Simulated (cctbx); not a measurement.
**Symmetry from intensities**

Cell: a = 3.5740 Å, b = 3.5740 Å, c = 7.6930 Å, α = 90.00°, β = 90.00°, γ = 90.00°. Expected content of the cell: In2 V2 Si2.

Simulated single-crystal data (cctbx): Cu Kα, λ = 1.54184 Å, to d = 0.8 Å, 80 % of the full sphere, strongest reflection 5000 counts, noise from counting, a 3 % proportional error and a noise floor of 4 counts (s.d.); no absorption.

A first pass over the reflections prints:

```text
651 reflections to d = 0.800 A
centring   violations  <I/sigma> of those
    A        255 of   323     14.3
    B        248 of   323     14.0
    C        275 of   350     13.8
    I        168 of   313      6.2
    R        341 of   431     14.3
    F        389 of   498     14.0
Laue class    unique    Rint  (classes that these axes allow; Friedel mates merged)
P -1              390   0.024
P 1 2/m 1         235   0.031
P 1 1 2/m         218   0.031
P 2/m 1 1         237   0.030
P m m m           147   0.034
P 4/m             115   0.034
P 4/m m m          89   0.035
space group    extra absences  I>4sigma  <I/sigma>
P 4 2 2                 0          0         -  acentric
P 4 21 2                7          0      -1.4  acentric
P 4 m m                 0          0         -  acentric
P -4 2 m                0          0         -  acentric
P -4 21 m               7          0      -1.4  acentric
P -4 m 2                0          0         -  acentric
P 4/m m m               0          0         -  centric
P 4/n m m :1           23          0      -0.6  centric
P 4/n m m :2           23          0      -0.6  centric
Wilson B = 0.28 A^2   <|E^2-1|> = 0.729 (0.968 centric, 0.736 acentric)   E^2>4: 0.0 %
shell (A)         n   <I/sigma>
 7.69 - 1.53     20     33.0
 1.53 - 1.21     10     38.2
 1.21 - 1.06     14     40.9
 1.06 - 0.96     11     31.4
 0.96 - 0.90     10     33.2
 0.90 - 0.84     12     25.8
 0.84 - 0.80     12     35.4
```

Q: Read the symmetry from these tables.

Every centring test has many violations, so the lattice is primitive.

Rint stays low (0.024 to 0.035) up to P 4/m m m, the highest class in these axes.

9 settings pass the absence test. The most absences obeyed, 23, belong to P 4/n m m alone.

⟨|E²−1|⟩ = 0.729 leans to a non-centrosymmetric structure. Here that hint misleads: the statistic assumes many like atoms on general positions, and few, heavy or special-position atoms break it. The Wilson B of 0.28 Å² means U ≈ 0.0035 Å².

The true group is P4/nmm (no. 129, origin choice 1), Laue class 4/mmm, centrosymmetric. The tables fix it.

The model is made up (kin elements in a known structure type, no relaxation), so it says nothing on whether the phase exists.

[Logs are printed without paths, hosts, clocks, repeated set-up lines and the standing remarks that a program may print on its own settings, such as how far it seeks lower states.]
